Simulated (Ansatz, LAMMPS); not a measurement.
# Relaxing poly(vinylidene fluoride) with Li+ BF4- (capped chains of 10 units), from a frame at 300 K (142 atoms)

Wanted: the relaxed structure of poly(vinylidene fluoride) with Li+ BF4- (capped chains of 10 units), from a frame at 300 K (142 atoms) and its electronic structure.

Calculated with Ansatz 0.2.0; Kohn-Sham DFT, LDA, PAW (set soft_2), plane waves.

### Step 1. Starting point

The cell holds 142 atoms: 44 C, 44 F, 52 H, 1 B and 1 Li. Its edges and angles: a = 11.217 Å, b = 11.217 Å, c = 11.217 Å, α = 90.0°, β = 90.0°, γ = 90.0°. 2 poly(vinylidene fluoride) chains of 10 units with methyl end groups, 1 Li+, 1 BF4- placed at random, at 1.69 g/cm³; overlaps pushed apart, then 20 ps at 800 K with stiff harmonic cages for PF6 and BF4 with UFF radii; Joung-Cheatham ions (J. Phys. Chem. B 112, 9020 (2008)); MMFF94 bonds, angles, torsions, charges and radii (Halgren, J. Comput. Chem. 17, 490 (1996)) in harmonic and 12-6 forms; charges of ions scaled by 0.8. Snapshot after 30 ps at 300 K and fixed volume.

What the set-up can't give: The network of contacts between molecules at the start is that of the classical potential that made the cell. The functional has no dispersion term, which matters for the binding between molecules or layers, where LDA binds through overlap of densities alone. The density was typed from a rule of thumb and may lie off the real one at this temperature. The Brillouin zone is sampled at Γ only, in a cell whose shortest periodic width is 11 Å.

### Step 2. How the cell was made

A classical potential makes the cell, at a small fraction of what the same run would cost in DFT.

This step: classical MD, stiff harmonic cages for PF6 and BF4 with UFF radii; Joung-Cheatham ions (J. Phys. Chem. B 112, 9020 (2008)); MMFF94 bonds, angles, torsions, charges and radii (Halgren, J. Comput. Chem. 17, 490 (1996)) in harmonic and 12-6 forms; charges of ions scaled by 0.8 (LAMMPS 22 Jul 2025 - Update 4).

in.lmp

```
# poly(vinylidene fluoride) with Li+ BF4-
units real
atom_style full
boundary p p p
bond_style harmonic
angle_style harmonic
dihedral_style opls
improper_style harmonic
special_bonds lj 0 0 0.5 coul 0 0 0.75
read_data data.lmp
neigh_modify delay 0 every 1 check yes one 4000
comm_modify cutoff 12.0
timestep 0.5
thermo_style custom step time temp pe press density
thermo_modify norm yes
# push overlapping molecules apart
pair_style soft 2.6
pair_coeff * * 0.0
variable a equal ramp(1,60)
fix ad all adapt 1 pair soft a * * v_a
velocity all create 800 238564 mom yes dist gaussian
fix lim all nve/limit 0.03
fix lan all langevin 800 800 50 238565 zero yes
thermo 1000
run 3000 post no
unfix ad
pair_style lj/cut/coul/long 9.0
pair_modify mix arithmetic tail yes
pair_coeff 1 1 0.0678 3.3680   # C
pair_coeff 2 2 0.0801 2.5590   # F
pair_coeff 3 3 0.0216 2.5400   # H
pair_coeff 4 4 0.1800 3.6375   # B
pair_coeff 5 5 0.0500 2.9970   # F
pair_coeff 6 6 0.3367 1.4094   # Li
# [... 18 lines left out ...]
compute msd all msd com yes
thermo 7500
fix md all nvt temp 300 300 100
run 30000 post no
print "== T300: mean square displacement over the hold $(c_msd[4]:%.2f) A^2"
unfix md
uncompute msd
write_dump all custom T300.dump id type xs ys zs modify sort id
```

Started as:

```bash
$ lmp -in in.lmp -log none -nocite
```

Numbers of over 12 decimals in the logs are rounded to 6 here.

What it wrote:

```text
LAMMPS (22 Jul 2025 - Update 4)
Reading data file ...
  orthogonal box = (0 0 0) to (11.21675 11.21675 11.21675)
  142 atoms
  orthogonal box = (0 0 0) to (11.21675 11.21675 11.21675)
  144 bonds
  264 angles
  378 dihedrals
WARNING: Bond/angle/dihedral extent > half of periodic box length
   Step          Time           Temp          PotEng         Press         Density
         0   0              800            1.3535946      7027.6763      1.6880006
      1000   500            705.69716      3.7101362      38949.493      1.6880006
      2000   1000           692.91248      3.9807138      34467.71       1.6880006
      3000   1500           670.25984      3.8634685      47464.72       1.6880006
WARNING: Bond/angle/dihedral extent > half of periodic box length
Loop time of 0.426906 s on 1 MPI rank(s) for 3000 steps with 142 atoms
PPPM initialization ...
  G vector (1/distance) = 0.28630913
  grid = 6 6 6
[... 31 lines left out ...]
Loop time of 12.9288 s on 1 MPI rank(s) for 20000 steps with 142 atoms
WARNING: Bond/angle/dihedral extent > half of periodic box length
   Step          Time           Temp          PotEng         Press         Density
[... 4 lines left out ...]
WARNING: Bond/angle/dihedral extent > half of periodic box length
Loop time of 12.542 s on 1 MPI rank(s) for 20000 steps with 142 atoms
WARNING: Bond/angle/dihedral extent > half of periodic box length
   Step          Time           Temp          PotEng         Press         Density
[... 2 lines left out ...]
     52500   51500          269.49255     -3.406027       3559.7215      1.6880006
     60000   59000          327.62178     -3.3714259      1029.9845      1.6880006
     67500   66500          292.47502     -3.4826294      3136.6871      1.6880006
     72000   71000          291.47274     -3.3937349     -2671.6168      1.6880006
WARNING: Bond/angle/dihedral extent > half of periodic box length
Loop time of 18.2881 s on 1 MPI rank(s) for 30000 steps with 142 atoms
== T300: mean square displacement over the hold 0.58 A^2
```

It took 46 s on 1 thread of Arm Neoverse V1, shared host; peak memory 0.12 GiB.

The input also reads data.lmp (atoms, bonds and types; not printed here).

### Step 3. Single point at the start

The forces at the start show how far the geometry lies from a minimum of this functional.

input.yaml

```yaml
crystal:
  lattice:
    - [11.21675, 0.0, 0.0]
    - [0.0, 11.21675, 0.0]
    - [0.0, 0.0, 11.21675]
  atoms:
    - { symbol: C, position: [0.581, 0.66841, 0.66195] }
    - { symbol: C, position: [0.52775, 0.79006, 0.62722] }
    - { symbol: C, position: [0.39849, 0.81572, 0.65257] }
    - { symbol: F, position: [0.32904, 0.72277, 0.61582] }
    - { symbol: F, position: [0.37344, 0.91996, 0.59639] }
    - { symbol: C, position: [0.37624, 0.84436, 0.78737] }
    - { symbol: C, position: [0.25454, 0.8971, 0.81139] }
    - { symbol: F, position: [0.25344, 0.01544, 0.77807] }
    - { symbol: F, position: [0.23538, 0.89751, 0.93236] }
    - { symbol: C, position: [0.15801, 0.83227, 0.74865] }
    - { symbol: C, position: [0.03955, 0.88172, 0.78535] }
    - { symbol: F, position: [0.00988, 0.85776, 0.90288] }
    - { symbol: F, position: [0.95771, 0.8081, 0.72222] }
    - { symbol: C, position: [0.0133, 0.00916, 0.75731] }
    - { symbol: C, position: [0.88794, 0.04334, 0.73334] }
    - { symbol: F, position: [0.85491, 0.00219, 0.62271] }
    - { symbol: F, position: [0.81716, 0.98645, 0.81964] }
    - { symbol: C, position: [0.86286, 0.17505, 0.73873] }
    - { symbol: C, position: [0.93842, 0.25951, 0.66743] }
    - { symbol: F, position: [0.90464, 0.37263, 0.69288] }
    - { symbol: F, position: [0.05552, 0.25172, 0.7005] }
    - { symbol: C, position: [0.93175, 0.25529, 0.53539] }
    - { symbol: C, position: [0.8031, 0.25796, 0.4864] }
    - { symbol: F, position: [0.73768, 0.32098, 0.56359] }
    - { symbol: F, position: [0.75657, 0.14991, 0.49555] }
    - { symbol: C, position: [0.78431, 0.30638, 0.36106] }
    - { symbol: C, position: [0.84325, 0.22696, 0.26577] }
    - { symbol: F, position: [0.79606, 0.26595, 0.15902] }
    - { symbol: F, position: [0.8214, 0.11166, 0.28333] }
    - { symbol: C, position: [0.97029, 0.25264, 0.2411] }
    - { symbol: C, position: [0.01215, 0.18363, 0.13068] }
    - { symbol: F, position: [0.93228, 0.16927, 0.03979] }
    [... 104 atom lines left out ...]
    - { symbol: B, position: [0.00061, 0.60221, 0.4979] }
    - { symbol: F, position: [0.02781, 0.52503, 0.40509] }
    - { symbol: F, position: [0.96335, 0.72146, 0.48714] }
    - { symbol: F, position: [0.08401, 0.602, 0.59138] }
    - { symbol: F, position: [0.90138, 0.54711, 0.55628] }
    - { symbol: Li, position: [0.94319, 0.52168, 0.72462] }
kpoints:
  mp_grid: { grid: [1, 1, 1] }
hamiltonian:
  xc: lda
scf:
  occupations: { method: gaussian, width: 0.05 }
output:
  forces: true
  stress: true
  populations: intrinsic
  dos:
    method: { smearing: { sigma: 0.15 } }
    de: 0.1
    projected: { site_lists: { B: [B], C: [C], F: [F], H: [H], Li: [Li] } }
  eigenvalues: true
```

Started as:

```bash
$ ansatz run input.yaml --threads 4 --pin off --max-ram 8192MiB --backend cpu --events-out ev --progress --plain --runs-dir out
```

What it wrote:

```text
Engine: ansatz 0.2.0, aarch64-unknown-linux-gnu
Pseudopotentials: kind: paw
Pseudopotential: C, paw, valence charge 4, recommended cutoff 420 eV (normal), C.paw.azcp
Pseudopotential: F, paw, valence charge 7, recommended cutoff 420 eV (normal), F.paw.azcp
Pseudopotential: H, paw, valence charge 1, recommended cutoff 420 eV (normal), H.paw.azcp
Pseudopotential: B, paw, valence charge 3, recommended cutoff 420 eV (normal), B.paw.azcp
Pseudopotential: Li, paw, valence charge 3, recommended cutoff 420 eV (normal), Li.paw.azcp
Functional definition: SPW92
  exchange = slater_x
  correlation = pw_c
Crystal: 142 atoms, lattice volume = 1411.241 Å³
Basis set: ecut = 420 eV, 27609 PW (Γ)
Bands: 413, of which v1, the nominal top of the filled ones, is band 271 counted from 1 (270 counted from 0)
Symmetry: 1 space group operations
Space group: P1 (ITA 1), of the structure as read, at distance tolerance 1.1e-4 Å
k-points: 1
Non-local potential: C, projectors of the file, l = 0: 2, l = 1: 2, l = 2: 1
Non-local potential: F, projectors of the file, l = 0: 2, l = 1: 2, l = 2: 1
Non-local potential: H, projectors of the file, l = 0: 2, l = 1: 1
Non-local potential: B, projectors of the file, l = 0: 2, l = 1: 2, l = 2: 1
Non-local potential: Li, projectors of the file, l = 0: 3, l = 1: 2, l = 2: 1
PAW form: soft (Blöchl's): semilocal exchange-correlation on the pseudo side does not see the compensation charge
PAW frozen core: C, regenerated for the run's functional, and the local potential with it (the file was generated under x = pbe(κ = 0.804, μ = 0.219515), c = pbe(β = 0.066725))
PAW frozen core: F, regenerated for the run's functional, and the local potential with it (the file was generated under x = pbe(κ = 0.804, μ = 0.219515), c = pbe(β = 0.066725))
PAW frozen core: B, regenerated for the run's functional, and the local potential with it (the file was generated under x = pbe(κ = 0.804, μ = 0.219515), c = pbe(β = 0.066725))
PAW one-centre angular grid: C, 110 points (default); XC on 64 Gauss nodes
PAW one-centre angular grid: F, 110 points (default); XC on 64 Gauss nodes
PAW one-centre angular grid: H, 110 points (default); XC on 64 Gauss nodes
PAW one-centre angular grid: B, 110 points (default); XC on 64 Gauss nodes
PAW one-centre angular grid: Li, 110 points (default); XC on 64 Gauss nodes
Initial density: superposition of atomic densities (neutral atoms: chi_scale 0, normalization atom), corrected by the library's trained network
Initial wavefunctions: pseudopotential atomic-orbital guess
Functional: x = slater, c = lda
SCF iter   1: F=—  HF=-46771.019759 eV  |F-HF|=—  |Δ(HF+E_count)|=         —  Δρ=1.15e-2  dr2=1.44e0  ethr=1.77e-3  ⟨swp⟩=6.0  Hψ=1616  notcnv=0  defer=109
preconditioner: auto → Resta (q_TF=auto, 2.326 Å⁻¹)  ε∞=2.6  [insulator: Δε(μ)=5.969 eV  Ē_g=18.367 eV  σ=0.050 eV  W_gap=1.00  n_scr=304 (ndim 8)  ℏωp=23.0 eV  f_vac=0.265  D(μ)=0.00/eV (n_scr^D=0)  ε∞_Penn≈2.6]
SCF iter   2: F=—  HF=-46770.597993 eV  |F-HF|=—  |Δ(HF+E_count)|=   4.22e-1  Δρ=4.42e-3  dr2=2.49e-1  ethr=2.65e-4  ⟨swp⟩=2.0  Hψ=714  notcnv=0  defer=135
SCF iter   3: F=—  HF=-46770.520167 eV  |F-HF|=—  |Δ(HF+E_count)|=   7.78e-2  Δρ=1.91e-3  dr2=5.33e-2  ethr=4.59e-5  ⟨swp⟩=2.0  Hψ=556  notcnv=0  defer=135
SCF iter   4: F=—  HF=-46770.503620 eV  |F-HF|=—  |Δ(HF+E_count)|=   1.65e-2  Δρ=4.66e-4  dr2=3.73e-3  ethr=9.83e-6  ⟨swp⟩=2.0  Hψ=528  notcnv=0  defer=135
SCF iter   5: F=—  HF=-46770.503411 eV  |F-HF|=—  |Δ(HF+E_count)|=   2.09e-4  Δρ=2.37e-4  dr2=7.53e-4  ethr=6.88e-7  ⟨swp⟩=2.0  Hψ=529  notcnv=0  defer=135
SCF iter   6: F=—  HF=-46770.503427 eV  |F-HF|=—  |Δ(HF+E_count)|=   1.62e-5  Δρ=1.05e-4  dr2=1.21e-4  ethr=1.39e-7  ⟨swp⟩=2.0  Hψ=548  notcnv=0  defer=135
SCF iter   7: F=—  HF=-46770.503418 eV  |F-HF|=—  |Δ(HF+E_count)|=   9.51e-6  Δρ=3.05e-5  dr2=1.21e-5  ethr=2.24e-8  ⟨swp⟩=2.0  Hψ=548  notcnv=0  defer=135
SCF iter   8: F=—  HF=-46770.501068 eV  |F-HF|=—  |Δ(HF+E_count)|=   2.35e-3  Δρ=1.04e-5  dr2=1.45e-6  ethr=2.24e-9  ⟨swp⟩=2.0  Hψ=735  notcnv=0  defer=133
SCF iter   9: F=—  HF=-46770.501069 eV  |F-HF|=—  |Δ(HF+E_count)|=   1.16e-6  Δρ=5.29e-6  dr2=3.02e-7  ethr=2.67e-10  ⟨swp⟩=2.0  Hψ=550  notcnv=0  defer=133
SCF iter  10: F=-46770.501069 eV  HF=-46770.501069 eV  |F-HF|=5.83e-8  |Δ(HF+E_count)|=   1.76e-7  Δρ=1.70e-6  dr2=4.24e-8  ethr=1.85e-11  ⟨swp⟩=15.0  Hψ=2548  notcnv=0
SCF 1 converged in 10 iterations: F = -46770.501069 eV  dr2 = 4.24e-8
  greatest PAW one-centre occupation: 1.000 electrons in one spin orbital (limit 2), on the Li atom at site 141 (counted from 0), in its partial waves of l = 0
SCF converged after 10 iterations
Free energy (F): -46770.501069 eV
Harris-Foulkes:  -46770.501069 eV  (|F-HF|=5.83e-8)
Internal energy: -46770.501069 eV  (E = F + TS)
E sigma→0 (E₀):  -46770.501069 eV
Fermi energy:    2.282454 eV
--- Per-component energies (eV) ---
  E_band       = -4870.545961
  E_kinetic    = 13823.079228
  E_local      = -57329.312222  (includes V_loc(G=0)·N_el)
  E_nonlocal   = 4632.223504
  E_hartree    = 22500.423971
  E_xc         = -5999.591362
  E_vxc        = -7662.005851  (∫ρ·V_xc dr)
  E_paw        = -12411.681081  (= ΣΔE_a)
  E_vpaw       = -3335.396863  (= ΣTr[D̂ρ^β])
  E_aug_tail   = 0.020935  (compensation charges beyond the density's cutoff)
  E_ewald      = -11993.457581
  E_core_change = 7.793540  (= ΣΔE_core)
  E_smearing   = -0.000000  (= −TS)
  E_closure    = -0.000000  (closes the sum)
  Σ components = -46770.501069   (vs F -46770.501069, Δ=0.00e0)
--- Forces (eV/Å), atoms counted from 1 ---
  atom   1  C     -0.41411274     1.19478334     0.33998491
  atom   2  C      0.68547516    -0.35144300    -0.15752907
  atom   3  C      1.48721461     0.20336083     3.03730902
  atom   4  F      0.06825224     0.80681348    -0.34581261
  atom   5  F     -0.75578376    -0.13387286    -1.05882529
  atom   6  C     -1.20613591     0.36377053    -2.17304568
  atom   7  C      0.88858365    -0.16000131     0.04451903
  atom   8  F      0.20674095    -0.27492083     0.18611117
  atom   9  F     -0.38697556     0.08729757    -0.84815488
  atom  10  C     -0.76901784     0.84533012     3.75432923
  atom  11  C     -2.31307714    -2.08386930    -0.14240198
  atom  12  F      0.57817686     0.25965135    -0.65210874
  atom  13  F      0.50224770     0.74246095     0.45509977
  atom  14  C      0.87597278     0.42560022     0.60366100
[...]
atom 141  F     -0.82407755    -0.52184260     0.29647377
  atom 142  Li     0.25948526     0.71853058    -0.45359473
  max |Σ_I F_I| component: 5.16e-4 eV/Å
--- Stress (GPa, compression-positive) ---
        1.767453       0.394431       0.695172
        0.394432       1.386767       0.490118
        0.695172       0.490118       1.720183
  P = ⅓ Tr σ = 1.6248 GPa (16.248 kbar)
--- Band table (eV) ---
  k-point 0: bands = ["-43.0299", "-26.0995", "-25.9906", "-25.8999", [... 397 levels ...], "12.2556", "12.2823", "12.3538", "12.3782", "12.4084", "12.4319", "12.4825", "12.5318", "12.5818", "12.6143", "12.6490", "12.6932"]
--- intrinsic populations: 142 sites ---
  site symbol       q [e]
     0      C      4.5412
     1      C      4.3879
     2      C      3.4402
[...]
141     Li      2.2233
  spilling = 0.000000 (of n_electrons = 542.000000)
```

It took 28 s on 4 threads of Arm Neoverse V1, shared host; peak memory 1.8 GiB; 1.7 min of CPU time.

The run gave:

| Item | Value |
| --- | --- |
| free energy | -46770.5011 eV |
| free energy per atom | -329.3697 eV/atom |
| SCF cycles | 10 |
| pressure | 1.625 GPa |
| r.m.s. force component | 0.9237 eV/Å |
| longest force | 3.986 eV/Å |
| Fermi energy | 2.282 eV |
| gap (highest filled to lowest empty level) | 6.032 eV |

The r.m.s. force component of 0.92 eV/Å and the pressure of 1.6 GPa set the starting point.

Neighbours are counted within 1.34 Å (H-C), 1.85 Å (C-C), 1.62 Å (C-F), 1.72 Å (F-B), 2.27 Å (F-Li).

Length of the force by element and coordination:

```csv
element,coordination,atoms,mean length of the force (eV/Å),spread,least,most
B,all,1,2.54,0,2.54,2.54
C,all,44,1.99,0.898,0.714,3.99
F,all,44,1.19,0.581,0.391,3.20
F,1,40,1.21,0.599,0.391,3.20
F,2,4,0.977,0.273,0.634,1.39
H,all,52,0.977,0.615,0.294,3.25
Li,all,1,0.888,0,0.888,0.888
```

(Continued in part 2 of 3.)

[Logs are printed without paths, hosts, clocks, repeated set-up lines and the standing remarks that a program may print on its own settings, such as how far it seeks lower states.]

[Hosts, paths, dates, database ids (printed as entryN), source tags and the programs' standing remarks are cut or masked in the printed files.]

[The MMFF94 radii named for the starting cell were scaled by 0.96; in molecules described by MMFF94, hydrogen bound to N, O or S took a small fixed 12-6 site in their place.]
